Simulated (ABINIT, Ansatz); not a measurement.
# VBiO4 (Clinobisvanite): G0W0 on several meshes in ABINIT

Aim: the GW shift of VBiO4 (Clinobisvanite) against the k mesh.

Main program and level: ABINIT 10.8.3; LDA and many-body steps on it, plane waves.

### 1. Set-up

Symmetry: C2/c, No. 15, monoclinic system. The conventional cell has a = 7.247 Å, b = 11.697 Å, c = 5.090 Å, α = 90.00°, β = 134.22°, γ = 90.00°. Nearest to V lie 4 O at 1.69 to 1.77 Å. Bi has 8 O at 2.35 to 2.63 Å nearest. Nearest to O lie 1 V at 1.77 Å and 2 Bi at 2.35 to 2.37 Å. O has 1 V at 1.69 Å and 2 Bi at 2.52 to 2.63 Å nearest. Farther neighbours and most contacts between anions are not listed.

The cell and positions come from the Crystallography Open Database and are kept as given unless a step says otherwise. Spin-orbit coupling is left out unless a step names it.

### 2. Empty states on the mesh, 2×2×4 mesh, 341 bands

This step: ABINIT 10.8.3; DFT, LDA, plane waves, norm-conserving pseudopotentials.

The sums over transitions need many empty states on a uniform mesh; this step solves for them.

File run.abi:

```
acell 3*1.0 Angstrom
rprim 
  3.623583094700 -5.848600000000 -0.000000000000
  3.623583094700 5.848600000000 0.000000000000
  -3.550011012700 0.000000000000 3.647394391800
ntypat 3
znucl 23 83 8
natom 12
typat 1 1 2 2 3 3 3 3 3 3 3 3
xred 
  0.870000000000 0.130000000000 0.750000000000
  0.130000000000 0.870000000000 0.250000000000
  0.366500000000 0.633500000000 0.750000000000
  0.633500000000 0.366500000000 0.250000000000
  0.938300000000 0.354700000000 0.638800000000
  0.645300000000 0.061700000000 0.861200000000
  0.061700000000 0.645300000000 0.361200000000
  0.354700000000 0.938300000000 0.138800000000
  0.811300000000 0.709900000000 0.879600000000
  0.290100000000 0.188700000000 0.620400000000
  0.188700000000 0.290100000000 0.120400000000
  0.709900000000 0.811300000000 0.379600000000
pp_dirpath "pseudos"
pseudos "V.upf, Bi.upf, O.upf"
ecut 42
ngkpt 2 2 4
nshiftk 1
shiftk 0 0 0
kptopt 1
chksymbreak 0
iscf -2
irdden 1
istwfk *1
nband 341
nbdbuf 30
tolwfr 1e-09
nstep 60
prtvol 0
indata_prefix "in"
outdata_prefix "out"
tmpdata_prefix "tmp"
```

Command:

```bash
$ OMP_NUM_THREADS=1 mpirun -n 16 abinit run.abi > log
```

Numbers of over 12 decimals in the logs are rounded to 6 here.

The program printed:

```text
.Version 10.8.3 of ABINIT. v10.8.2 released Aug 2026.

 Symmetries : space group C2/c (# 15); Bravais mC (1-face-center monocl.)
[... echo of the input left out ...]
== DATASET  1 ==================================================================
-   mpi_nproc: 16, omp_nthreads: 1 (-1 if OMP is not activated)
-    --> not optimal distribution: autoparal keyword recommended in input file <--

--- !DatasetInfo
iteration_state: {dtset: 1, }
dimensions: {natom: 12, nkpt: 9, mband: 341, nsppol: 1, nspinor: 1, nspden: 1, mpw: 13589, }
[...]
2.90795    2.92277    2.92749    2.94073    2.94119    2.95199    2.95665    2.95779
   2.97934    2.98777    2.99163    2.99289    3.01154    3.01457    3.01936    3.02294
   3.02385    3.02660    3.05083    3.05742    3.07544
 prteigrs : prtvol=0 or 1, do not print more k-points.

== END DATASET(S) ==============================================================
================================================================================

 -outvars: echo values of variables after computation  --------
            nband         341
             nkpt           9
          spgroup          15
 [... the other variables as echoed above ...]

 Calculation completed.
```

Elapsed: 10 min, on 16 MPI ranks of Arm Neoverse N1, shared host; peak memory 2.3 GiB; 2.8 h of CPU time.

Numbers from this step:

| Item | Value |
| --- | --- |
| gap | 2.325 eV |
| k of the valence top | 0, 0, 0.25 |
| k of the conduction bottom | 0.5, 0, 0.5 |
| least direct gap | 2.381 eV |
| k points computed | 9 |
| lowest point of the top converged band, above the valence top | 70.9061 eV |

On this mesh the gap is 2.325 eV.

The density comes from a self-consistent run that is not shown.

### 3. Screening, 2×2×4 mesh, 162 bands, screening to 114.3 eV

The RPA dielectric matrix is built and inverted for each q.

This step: RPA screening on LDA, plane waves, norm-conserving pseudopotentials.

run.abi, as its differences from that of step 2:

```diff
@@ -30,10 +30,11 @@
 chksymbreak 0
-iscf -2
-irdden 1
 istwfk *1
-nband 341
-nbdbuf 30
-tolwfr 1e-09
-nstep 60
-prtvol 0
+occopt 1
+irdwfk 1
+optdriver 3
+nband 162
+ecuteps 4.2
+inclvkb 2
+awtr 1
+symchi 1
 indata_prefix "in"
```

The program printed:

```text
.Version 10.8.3 of ABINIT. v10.8.2 released Aug 2026.

 Symmetries : space group C2/c (# 15); Bravais mC (1-face-center monocl.)
[... echo of the input left out ...]
== DATASET  1 ==================================================================
-   mpi_nproc: 16, omp_nthreads: 1 (-1 if OMP is not activated)

--- !DatasetInfo
iteration_state: {dtset: 1, }
dimensions: {natom: 12, nkpt: 9, mband: 162, nsppol: 1, nspinor: 1, nspden: 1, mpw: 13589, }
cutoff_energies: {ecut:  42.0, pawecutdg:  -1.0, }
electrons: {nelect:   1.20000000E+02, charge:   0.00000000E+00, occopt:   1.00000000E+00, tsmear:   1.00000000E-02, }

 SCREENING: Calculation of the susceptibility and dielectric matrices

 Based on a program developped by R.W. Godby, V. Olevano, G. Onida, and L. Reining.
 Incorporated in ABINIT by V. Olevano, G.-M. Rignanese, and M. Torrent.
.Using double precision arithmetic ; gwpc =  8

[... cell and pseudopotentials left out ...]
--------------------------------------------------------------------------------

 ==== K-mesh for the wavefunctions ====
 Number of points in the irreducible wedge :     9
[... list of points left out ...]
 Together with  4 symmetry operations and time-reversal symmetry
 yields    16 points in the full Brillouin Zone.

 ==== Q-mesh for the screening function ====
 Number of points in the irreducible wedge :     9
[... list of points left out ...]
 Together with  4 symmetry operations and time-reversal symmetry
 yields    16 points in the full Brillouin Zone.

 setmesh: FFT mesh size selected  =    40x   40x   30
          total number of points  =        48000

 vcoul_init : cutoff-mode = AUXILIARY_FUNCTION
 q-points for optical limit:   1
     1)      0.000010    0.000020    0.000030

- screening: taking advantage of time-reversal symmetry
- Maximum band index for partially occupied states nbvw = 60
- Remaining bands to be divided among processors   nbcw = 102
- Number of bands treated by each node ~6

 Number of electrons calculated from density =  120.0000; Expected =  120.0000
 average of density, n =  0.115022
 r_s =    1.2756
 omega_plasma =   32.7150 [eV]

 calculating chi0 at frequencies [eV] :
  1    0.000000E+00    0.000000E+00
  2    0.000000E+00    3.271497E+01

--------------------------------------------------------------------------------
  q-point number  1        q = ( 0.000000, 0.000000, 0.000000) [r.l.u.]
--------------------------------------------------------------------------------
[... chi0 elements left out ...]
 For q-point:  0.000010 0.000020 0.000030
  dielectric constant =   7.3071
  dielectric constant without local fields =   8.4635

  Average fulfillment of the sum rule on Im[epsilon] for q-point    1 :     41.69  [%]
[... wings left out ...]
  q-point number  2        q = ( 0.500000, 0.000000, 0.000000) [r.l.u.]
--------------------------------------------------------------------------------
[... chi0 elements left out ...]
  Average fulfillment of the sum rule on Im[epsilon] for q-point    2 :     47.61  [%]

 [... 7 further q-points ...]
```

Run time: 4.6 min. Hardware: 16 MPI ranks; peak memory 13 GiB; 74 min of CPU time.

This step gave:

```
ε∞ with local fields, on this mesh, along the program's q direction : 7.307
the same without local fields                                       : 8.463
plasma frequency                                                    : 32.72 eV
plane waves in the screening matrix                                 : 419
```

Local fields lower ε∞ by 14 %. On a Γ-centred mesh this coarse the value itself is usually too large, while a short band sum pulls it down.

### 4. 2×2×4

The self-energy is evaluated for the states that the input lists, and the levels follow from it, in one-shot runs by the linearised quasiparticle equation.

This step: G0W0 on LDA, plane waves, norm-conserving pseudopotentials.

run.abi, as its differences from that of step 3:

```diff
@@ -33,8 +33,21 @@
 irdwfk 1
-optdriver 3
+optdriver 4
 nband 162
+gwcalctyp 0
+ecutsigx 42
+symsigma 1
+nkptgw 4
+kptgw 
+  0.0000000000 0.0000000000 0.2500000000
+  0.5000000000 0.0000000000 0.5000000000
+  0.5000000000 0.0000000000 0.0000000000
+  0.0000000000 0.0000000000 0.0000000000
+bdgw 
+  59 62
+  59 62
+  59 62
+  59 62
 ecuteps 4.2
-inclvkb 2
-awtr 1
-symchi 1
+irdscr 1
+ppmodel 1
 indata_prefix "in"
```

The program printed:

```text
.Version 10.8.3 of ABINIT. v10.8.2 released Aug 2026.

 Symmetries : space group C2/c (# 15); Bravais mC (1-face-center monocl.)
[... echo of the input left out ...]
== DATASET  1 ==================================================================
-   mpi_nproc: 16, omp_nthreads: 1 (-1 if OMP is not activated)

--- !DatasetInfo
iteration_state: {dtset: 1, }
dimensions: {natom: 12, nkpt: 9, mband: 162, nsppol: 1, nspinor: 1, nspden: 1, mpw: 13589, }
cutoff_energies: {ecut:  42.0, pawecutdg:  -1.0, }
electrons: {nelect:   1.20000000E+02, charge:   0.00000000E+00, occopt:   1.00000000E+00, tsmear:   1.00000000E-02, }

 SIGMA: Calculation of the GW corrections

 Based on a program developped by R.W. Godby, V. Olevano, G. Onida, and L. Reining.
 Incorporated in ABINIT by V. Olevano, G.-M. Rignanese, and M. Torrent.
.Using double precision arithmetic ; gwpc =  8

[... cell and pseudopotentials left out ...]
--------------------------------------------------------------------------------

 ==== K-mesh for the wavefunctions ====
 Number of points in the irreducible wedge :     9
[... list of points left out ...]
 Together with  4 symmetry operations and time-reversal symmetry
 yields    16 points in the full Brillouin Zone.

 ==== Q-mesh for screening function ====
 Number of points in the irreducible wedge :     9
[... list of points left out ...]
 Together with  4 symmetry operations and time-reversal symmetry
 yields    16 points in the full Brillouin Zone.

 vcoul_init : cutoff-mode = AUXILIARY_FUNCTION
 q-points for optical limit:   1
     1)      0.000010    0.000020    0.000030
 setmesh: FFT mesh size selected  =    60x   60x   48
          total number of points  =       172800

 Number of electrons calculated from density =  120.0000; Expected =  120.0000
 average of density, n =  0.115022
 r_s =    1.2756
 omega_plasma =   32.7150 [eV]

 === KS Band Gaps ===
  >>>> For spin  1
   Minimum direct gap =   2.3811 [eV], located at k-point      :   0.5000  0.0000  0.0000
   Fundamental gap    =   2.3246 [eV], Top of valence bands at :   0.0000  0.0000  0.2500
                                       Bottom of conduction at :   0.5000  0.0000  0.5000
 SIGMA fundamental parameters:
 PLASMON POLE MODEL  1
 number of plane-waves for SigmaX                13521
 number of plane-waves for SigmaC and W            419
 number of plane-waves for wavefunctions         13521
 number of bands                                   162
 number of independent spin polarizations            1
 number of spinorial components                      1
 number of k-points in IBZ                           9
 number of q-points in IBZ                           9
 number of symmetry operations                       4
 number of k-points in BZ                           16
 number of q-points in BZ                           16
 number of frequencies for dSigma/dE                 9
 frequency step for dSigma/dE [eV]                0.25
 number of omega for Sigma on real axis              0
 max omega for Sigma on real axis  [eV]           0.00
 zcut for avoiding poles [eV]                     0.10

 EPSILON^-1 parameters (SCR file):
 dimension of the eps^-1 matrix on file            419
 dimension of the eps^-1 matrix used               419
 number of plane-waves for wavefunctions         13521
 number of bands                                   162
 number of q-points in IBZ                           9
 number of frequencies                               2
 number of real frequencies                          1
 number of imag frequencies                          1

 matrix elements of self-energy operator (all in [eV])

 Perturbative Calculation

--- !SelfEnergy_ee
iteration_state: {dtset: 1, }
kpoint     : [   0.000,    0.000,    0.250, ]
spin       : 1
KS_gap     :    2.627
QP_gap     :    3.942
Delta_QP_KS:    1.315
data: !SigmaeeData |
     Band     E0 <VxcDFT>   SigX SigC(E0)      Z dSigC/dE  Sig(E)    E-E0       E
       59   4.879 -19.724 -24.209   5.002   0.767  -0.304 -19.327   0.397   5.275
       60   5.384 -19.614 -22.603   3.751   0.781  -0.281 -19.019   0.595   5.979
       61   8.011 -20.594 -14.004  -4.134   0.778  -0.286 -18.684   1.910   9.920
       62   8.173 -21.252 -14.454  -4.209   0.775  -0.291 -19.246   2.006  10.179

--- !SelfEnergy_ee
iteration_state: {dtset: 1, }
kpoint     : [   0.500,    0.000,    0.500, ]
spin       : 1
KS_gap     :    2.462
QP_gap     :    3.838
Delta_QP_KS:    1.375
data: !SigmaeeData |
     Band     E0 <VxcDFT>   SigX SigC(E0)      Z dSigC/dE  Sig(E)    E-E0       E
       59   4.988 -19.874 -24.006   4.717   0.770  -0.299 -19.424   0.451   5.439
       60   5.246 -19.529 -22.513   3.720   0.783  -0.277 -18.953   0.576   5.822
[...]
--- !SelfEnergy_ee
iteration_state: {dtset: 1, }
kpoint     : [   0.500,    0.000,    0.000, ]
spin       : 1
KS_gap     :    2.381
QP_gap     :    3.739
Delta_QP_KS:    1.358
data: !SigmaeeData |
     Band     E0 <VxcDFT>   SigX SigC(E0)      Z dSigC/dE  Sig(E)    E-E0       E
[...]
--- !SelfEnergy_ee
iteration_state: {dtset: 1, }
kpoint     : [   0.000,    0.000,    0.000, ]
spin       : 1
KS_gap     :    2.965
QP_gap     :    4.514
Delta_QP_KS:    1.548
data: !SigmaeeData |
     Band     E0 <VxcDFT>   SigX SigC(E0)      Z dSigC/dE  Sig(E)    E-E0       E
[...]
60   5.001 -20.090 -24.285   4.798   0.771  -0.297 -19.625   0.465   5.465
       61   7.966 -20.896 -14.115  -4.192   0.778  -0.286 -18.883   2.013   9.979
       62   8.407 -21.599 -14.724  -4.236   0.772  -0.296 -19.563   2.037  10.443

== END DATASET(S) ==============================================================
================================================================================

 -outvars: echo values of variables after computation  --------
           etotal      0.0000000000E+00
            nband         162
             nkpt           9
          spgroup          15
 [... the other variables as echoed above ...]

 Calculation completed.
```

Elapsed: 44 s, on 16 MPI ranks; peak memory 5.7 GiB.

Numbers from this step:

| Item | Value |
| --- | --- |
| G0W0 gap on the mesh | 3.681 eV |
| starting gap on the mesh | 2.325 eV |
| k of the valence top | 0, 0, 0.25 |
| k of the conduction bottom | 0.5, 0, 0.5 |
| Z at the valence top | 0.781 |
| Z at the conduction bottom | 0.777 |
| least direct G0W0 gap on the computed points | 3.740 eV |

The gap on the mesh goes from 2.32 eV to 3.68 eV, a correction of +1.36 eV.

### 5. Empty states on the mesh, 2×2×2 mesh, 178 bands

This step: DFT, LDA, plane waves, norm-conserving pseudopotentials.

run.abi, as its differences from that of step 4:

```diff
@@ -25,3 +25,3 @@
 ecut 42
-ngkpt 2 2 4
+ngkpt 2 2 2
 nshiftk 1
@@ -30,24 +30,10 @@
 chksymbreak 0
+iscf -2
+irdden 1
 istwfk *1
-occopt 1
-irdwfk 1
-optdriver 4
-nband 162
-gwcalctyp 0
-ecutsigx 42
-symsigma 1
-nkptgw 4
-kptgw 
-  0.0000000000 0.0000000000 0.2500000000
-  0.5000000000 0.0000000000 0.5000000000
-  0.5000000000 0.0000000000 0.0000000000
-  0.0000000000 0.0000000000 0.0000000000
-bdgw 
-  59 62
-  59 62
-  59 62
-  59 62
-ecuteps 4.2
-irdscr 1
-ppmodel 1
+nband 178
+nbdbuf 16
+tolwfr 1e-09
+nstep 60
+prtvol 0
 indata_prefix "in"
```

The program printed:

```text
.Version 10.8.3 of ABINIT. v10.8.2 released Aug 2026.

 Symmetries : space group C2/c (# 15); Bravais mC (1-face-center monocl.)
[... echo of the input left out ...]
== DATASET  1 ==================================================================
-   mpi_nproc: 16, omp_nthreads: 1 (-1 if OMP is not activated)
-    --> not optimal distribution: autoparal keyword recommended in input file <--

--- !DatasetInfo
iteration_state: {dtset: 1, }
dimensions: {natom: 12, nkpt: 6, mband: 178, nsppol: 1, nspinor: 1, nspden: 1, mpw: 13580, }
[...]
1.56958    1.61031    1.61483    1.62305    1.62493    1.63246    1.63789    1.64483
   1.66357    1.67222    1.68097    1.68110    1.68499    1.70382    1.70542    1.71280
   1.75240    1.76317
 prteigrs : prtvol=0 or 1, do not print more k-points.

== END DATASET(S) ==============================================================
================================================================================

 -outvars: echo values of variables after computation  --------
            nband         178
             nkpt           6
          spgroup          15
 [... the other variables as echoed above ...]

 Calculation completed.
```

Elapsed: 4.2 min, on 16 MPI ranks; peak memory 1.7 GiB; 67 min of CPU time.

Numbers from this step:

```yaml
gap: 2.336 eV
k_of_the_valence_top: 0.5, 0, 0
k_of_the_conduction_bottom: 0.5, 0, 0.5
least_direct_gap: 2.381 eV
k_points_computed: 6
lowest_point_of_the_top_converged_band_above_the_valence_top: 37.51 eV
```

On this mesh the gap is 2.336 eV.

### 6. Screening, 2×2×2 mesh, 162 bands, screening to 114.3 eV

This step: RPA screening on LDA, plane waves, norm-conserving pseudopotentials.

run.abi, as its differences from that of step 5:

```diff
@@ -30,10 +30,11 @@
 chksymbreak 0
-iscf -2
-irdden 1
 istwfk *1
-nband 178
-nbdbuf 16
-tolwfr 1e-09
-nstep 60
-prtvol 0
+occopt 1
+irdwfk 1
+optdriver 3
+nband 162
+ecuteps 4.2
+inclvkb 2
+awtr 1
+symchi 1
 indata_prefix "in"
```

The program printed:

```text
.Version 10.8.3 of ABINIT. v10.8.2 released Aug 2026.

 Symmetries : space group C2/c (# 15); Bravais mC (1-face-center monocl.)
[... echo of the input left out ...]
== DATASET  1 ==================================================================
-   mpi_nproc: 16, omp_nthreads: 1 (-1 if OMP is not activated)

--- !DatasetInfo
iteration_state: {dtset: 1, }
dimensions: {natom: 12, nkpt: 6, mband: 162, nsppol: 1, nspinor: 1, nspden: 1, mpw: 13580, }
cutoff_energies: {ecut:  42.0, pawecutdg:  -1.0, }
electrons: {nelect:   1.20000000E+02, charge:   0.00000000E+00, occopt:   1.00000000E+00, tsmear:   1.00000000E-02, }

 SCREENING: Calculation of the susceptibility and dielectric matrices

 Based on a program developped by R.W. Godby, V. Olevano, G. Onida, and L. Reining.
 Incorporated in ABINIT by V. Olevano, G.-M. Rignanese, and M. Torrent.
.Using double precision arithmetic ; gwpc =  8

[... cell and pseudopotentials left out ...]
--------------------------------------------------------------------------------

 ==== K-mesh for the wavefunctions ====
 Number of points in the irreducible wedge :     6
[... list of points left out ...]
 Together with  4 symmetry operations and time-reversal symmetry
 yields     8 points in the full Brillouin Zone.

 ==== Q-mesh for the screening function ====
 Number of points in the irreducible wedge :     6
[... list of points left out ...]
 Together with  4 symmetry operations and time-reversal symmetry
 yields     8 points in the full Brillouin Zone.

 setmesh: FFT mesh size selected  =    40x   40x   30
          total number of points  =        48000

 vcoul_init : cutoff-mode = AUXILIARY_FUNCTION
 q-points for optical limit:   1
     1)      0.000010    0.000020    0.000030

- screening: taking advantage of time-reversal symmetry
- Maximum band index for partially occupied states nbvw = 60
- Remaining bands to be divided among processors   nbcw = 102
- Number of bands treated by each node ~6

 Number of electrons calculated from density =  120.0000; Expected =  120.0000
 average of density, n =  0.115022
 r_s =    1.2756
 omega_plasma =   32.7150 [eV]

 calculating chi0 at frequencies [eV] :
  1    0.000000E+00    0.000000E+00
  2    0.000000E+00    3.271497E+01

--------------------------------------------------------------------------------
  q-point number  1        q = ( 0.000000, 0.000000, 0.000000) [r.l.u.]
--------------------------------------------------------------------------------
[... chi0 elements left out ...]
 For q-point:  0.000010 0.000020 0.000030
  dielectric constant =   7.6947
  dielectric constant without local fields =   8.8945

  Average fulfillment of the sum rule on Im[epsilon] for q-point    1 :     41.72  [%]
[... wings left out ...]
  q-point number  2        q = ( 0.500000, 0.000000, 0.000000) [r.l.u.]
--------------------------------------------------------------------------------
[... chi0 elements left out ...]
  Average fulfillment of the sum rule on Im[epsilon] for q-point    2 :     47.63  [%]

 [... 4 further q-points ...]
```

The job ended after 2.4 min (16 MPI ranks; peak memory 9.7 GiB).

Numbers from this step:

```yaml
eps_infinity_with_local_fields_on_this_mesh_along_the_program_s_q_direction: 7.695
the_same_without_local_fields: 8.895
plasma_frequency: 32.72 eV
plane_waves_in_the_screening_matrix: 419
```

(Continued in part 2 of 2.)

[Paths, hosts, dates, memory and timing lines, banners, echoed tables and standing remarks are left out of the program output.]

[Logs are printed without paths, hosts, clocks, repeated set-up lines and the standing remarks that a program may print on its own settings, such as how far it seeks lower states.]

[Runs of the session that timed out or met a known fault of the program may be left out.]

[Hosts, paths, dates, database ids (printed as entryN), source tags and the programs' standing remarks are cut or masked in the printed files.]

[G0W0 gaps are taken among the corrected bands and points alone; a level outside them can change the order at an edge.]

[Where Ansatz stands beside ABINIT at settings called matched, ABINIT's density can come from a denser mesh and the files from another edition; pairs whose starting gaps differed by over 0.03 eV were left out, so agreement reads better than it is.]
